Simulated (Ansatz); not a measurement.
# Screened interactions in Rb2ThF6 (P-62m), part 3 of 3

How strongly is the local Coulomb interaction screened in Rb2ThF6 (P-62m)?

Ansatz 0.2.0; non-magnetic LDA, then constrained RPA, plane waves, PAW.

So far. Step 3 (Constrained RPA: Th f, bands c1 to c7, 3×3×4 mesh …): On the Th f shell, screening brings the on-site interaction from 15.7 eV down to U = 6.58 eV. Step 4 (Constrained RPA: Th f + anion p, bands v18 to c7, 3×3×4 …): On the Th f shell, screening brings the on-site interaction from 16.1 eV down to U = 8.09 eV.

## 4. Constrained RPA: Th f + anion p, bands v18 to c7, 3×3×4 mesh, medium accuracy (continued)

Level of this step: constrained RPA on LDA, plane waves, PAW (Ansatz).

Kanamori averages over each shell's functions. Crpa shells, by row:

| site | element | shell | orbitals | U (eV) | U' (eV) | J (eV) | bare V (eV) | bare V' (eV) | bare J (eV) | bound on U (eV) |
| --- | --- | --- | --- | --- | --- | --- | --- | --- | --- | --- |
| 3 | Th | 5F | 7 | 8.092 | 7.36 | 0.3576 | 16.07 | 15.09 | 0.4821 | 0.01586 |
| 4 | F | 2P | 3 | 9.347 | 7.691 | 0.8247 | 21.54 | 19.47 | 1.029 | 0.02888 |
| 5 | F | 2P | 3 | 9.347 | 7.691 | 0.825 | 21.54 | 19.47 | 1.029 | 0.02888 |
| 6 | F | 2P | 3 | 9.347 | 7.691 | 0.825 | 21.54 | 19.47 | 1.029 | 0.02888 |
| 7 | F | 2P | 3 | 9.267 | 7.612 | 0.8198 | 21.61 | 19.54 | 1.028 | 0.03279 |
| 8 | F | 2P | 3 | 9.263 | 7.614 | 0.8217 | 21.6 | 19.54 | 1.03 | 0.03272 |
| 9 | F | 2P | 3 | 9.263 | 7.614 | 0.8217 | 21.6 | 19.54 | 1.03 | 0.03276 |

Projected local orbitals of the target window. Electronic bands along the path, in eV, zero at the Fermi level; v1 is the highest filled band, c1 the lowest empty one:

| point | v4 | v3 | v2 | v1 | c1 | c2 | c3 | c4 |
| --- | --- | --- | --- | --- | --- | --- | --- | --- |
| Γ | -3.14 | -3.08 | -3.08 | -2.81 | 2.85 | 3.13 | 3.16 | 3.16 |
| halfway | -3.16 | -3.06 | -3.00 | -2.87 | 2.88 | 3.13 | 3.16 | 3.16 |
| M | -3.05 | -3.05 | -2.98 | -2.96 | 2.89 | 3.13 | 3.16 | 3.16 |
| halfway | -3.06 | -3.06 | -2.99 | -2.96 | 2.89 | 3.13 | 3.16 | 3.16 |
| K | -3.08 | -3.08 | -3.01 | -2.95 | 2.88 | 3.13 | 3.16 | 3.16 |
| halfway | -3.15 | -3.07 | -2.98 | -2.89 | 2.88 | 3.13 | 3.16 | 3.16 |
| Γ | -3.14 | -3.08 | -3.08 | -2.81 | 2.85 | 3.13 | 3.16 | 3.16 |
| halfway | -3.17 | -3.14 | -2.97 | -2.97 | 2.93 | 3.08 | 3.19 | 3.19 |
| A | -3.21 | -3.10 | -2.95 | -2.95 | 2.81 | 3.03 | 3.09 | 3.09 |
| halfway | -3.19 | -3.06 | -2.94 | -2.91 | 2.83 | 3.03 | 3.07 | 3.08 |
| L | -3.17 | -3.03 | -2.94 | -2.88 | 2.84 | 3.02 | 3.07 | 3.07 |
| halfway | -3.12 | -3.04 | -2.93 | -2.89 | 2.84 | 3.02 | 3.07 | 3.07 |
| H | -3.07 | -3.07 | -2.91 | -2.91 | 2.84 | 3.02 | 3.07 | 3.07 |
| halfway | -3.17 | -3.06 | -2.94 | -2.90 | 2.83 | 3.03 | 3.07 | 3.08 |
| A | -3.21 | -3.10 | -2.95 | -2.95 | 2.81 | 3.03 | 3.09 | 3.09 |
| jump to L | -3.17 | -3.03 | -2.94 | -2.88 | 2.84 | 3.02 | 3.07 | 3.07 |
| halfway | -3.08 | -3.07 | -2.97 | -2.87 | 2.92 | 3.07 | 3.16 | 3.17 |
| M | -3.05 | -3.05 | -2.98 | -2.96 | 2.89 | 3.13 | 3.16 | 3.16 |
| jump to H | -3.07 | -3.07 | -2.91 | -2.91 | 2.84 | 3.02 | 3.07 | 3.07 |
| halfway | -3.12 | -3.08 | -2.91 | -2.91 | 2.92 | 3.07 | 3.16 | 3.18 |
| K | -3.08 | -3.08 | -3.01 | -2.95 | 2.88 | 3.13 | 3.16 | 3.16 |

The same for Kohn-Sham, solved directly:

```csv
point,v4,v3,v2,v1,c1,c2,c3,c4
Γ,-3.14,-3.08,-3.08,-2.81,2.85,3.13,3.16,3.16
M,-3.05,-3.05,-2.98,-2.96,2.89,3.13,3.16,3.16
K,-3.08,-3.08,-3.01,-2.95,2.88,3.13,3.16,3.16
Γ,-3.14,-3.08,-3.08,-2.81,2.85,3.13,3.16,3.16
A,-3.21,-3.10,-2.95,-2.95,2.81,3.03,3.09,3.09
L,-3.17,-3.03,-2.94,-2.88,2.84,3.02,3.07,3.07
H,-3.07,-3.07,-2.91,-2.91,2.84,3.02,3.07,3.07
A,-3.21,-3.10,-2.95,-2.95,2.81,3.03,3.09,3.09
L,-3.17,-3.03,-2.94,-2.88,2.84,3.02,3.07,3.07
M,-3.05,-3.05,-2.98,-2.96,2.89,3.13,3.16,3.16
H,-3.07,-3.07,-2.91,-2.91,2.84,3.02,3.07,3.07
K,-3.08,-3.08,-3.01,-2.95,2.88,3.13,3.16,3.16
```

Onsite levels, by row:

| orbital | level less Fermi level (eV) |
| --- | --- |
| Th3 fz3 | 2.787 |
| Th3 fxz2 | 2.905 |
| Th3 fyz2 | 2.905 |
| Th3 fz(x2-y2) | 2.902 |
| Th3 fxyz | 2.902 |
| Th3 fx(x2-3y2) | 2.809 |
| Th3 fy(3x2-y2) | 2.862 |
| F4 pz | -4.888 |
| F4 px | -4.569 |
| F4 py | -4.233 |
| F5 pz | -4.888 |
| F5 px | -4.317 |
| F5 py | -4.485 |
| F6 pz | -4.888 |
| F6 px | -4.317 |
| F6 py | -4.485 |
| F7 pz | -3.127 |
| F7 px | -3.651 |
| F7 py | -3.207 |
| F8 pz | -3.127 |
| F8 px | -3.318 |
| F8 py | -3.54 |
| F9 pz | -3.127 |
| F9 px | -3.318 |
| F9 py | -3.54 |

Largest distinct elements between sites. Hoppings, by row:

```
          from              to     cell  distance (Å)   t (eV)
         F4 px        Th3 fxz2    0 0 0         2.437   0.6643
         F7 py  Th3 fy(3x2-y2)    1 0 0         2.466  -0.5928
         F7 pz   Th3 fz(x2-y2)    1 0 0         2.466   -0.566
         F4 py        Th3 fxyz    0 0 0         2.437  -0.5592
Th3 fy(3x2-y2)           F9 px   0 -1 0         2.466   0.5134
      Th3 fxyz           F8 pz    0 0 0         2.466  -0.4901
 Th3 fz(x2-y2)           F4 pz   0 0 -1         2.437   0.4777
         F6 py           F5 py  -1 -1 0          2.61   0.4736
Th3 fx(x2-3y2)           F7 px   -1 0 0         2.466   0.4661
      Th3 fxz2           F5 py  -1 -1 0         2.437   0.4605
 Th3 fz(x2-y2)           F6 px    0 0 0         2.437   0.4409
       Th3 fz3           F4 px    0 0 0         2.437   0.4373
```

## 5. The windows together

Times are wall times on 8 threads of Arm Neoverse V2, shared host, good to a factor of about two.

```
        target   bands  functions  width (eV)  bare V (eV)  U (eV)  U′ (eV)  J (eV)   U/V     time
          Th f   c1–c7          7        0.63        15.72    6.58     5.88    0.34  0.42  2.9 min
Th f + anion p  v18–c7         25        9.76        16.07    8.09     7.36    0.36  0.50   12 min
```

## 6. Results

| Quantity | Value |
| --- | --- |
| Th f | U 6.58 eV, U′ 5.88 eV, J 0.34 eV, bare V 15.7 eV |
| Th f + anion p | U 8.09 eV, U′ 7.36 eV, J 0.36 eV, bare V 16.1 eV |
| method | constrained RPA on non-magnetic LDA, 3×3×4 mesh, static; search for lower states off |

In words: For Th f, screening cuts the on-site interaction from 15.72 eV to 6.58 eV (42 %), while J goes only from 0.47 eV to 0.34 eV: the monopole is screened far more than the multipoles. U − 2J differs from U′ by +0.02 eV, so the Kanamori relation holds well. U is 10 times the width of the target bands. With the window Th f + anion p U becomes 8.09 eV and the bare V 16.07 eV, so U/V goes from 0.42 to 0.50. The window Th f is empty, so it holds no transition to leave out and its U is the fully screened RPA value. The parent state is non-magnetic and the interaction static (zero frequency); U depends on the window and the orbitals, so it belongs to this model alone. Spin-orbit coupling, which is strong for atoms this heavy, is left out. A window that holds the anion p bands defines a model with explicit ligands; its U belongs to that model and is not the U of DFT+U.

[Paths, hosts, dates, memory and timing lines, banners, echoed tables and standing remarks are left out of the program output.]

[Logs are printed without paths, hosts, clocks, repeated set-up lines and the standing remarks that a program may print on its own settings, such as how far it seeks lower states.]

[Runs of the session that timed out or met a known fault of the program may be left out.]

[Hosts, paths, dates, database ids (printed as entryN), source tags and the programs' standing remarks are cut or masked in the printed files.]
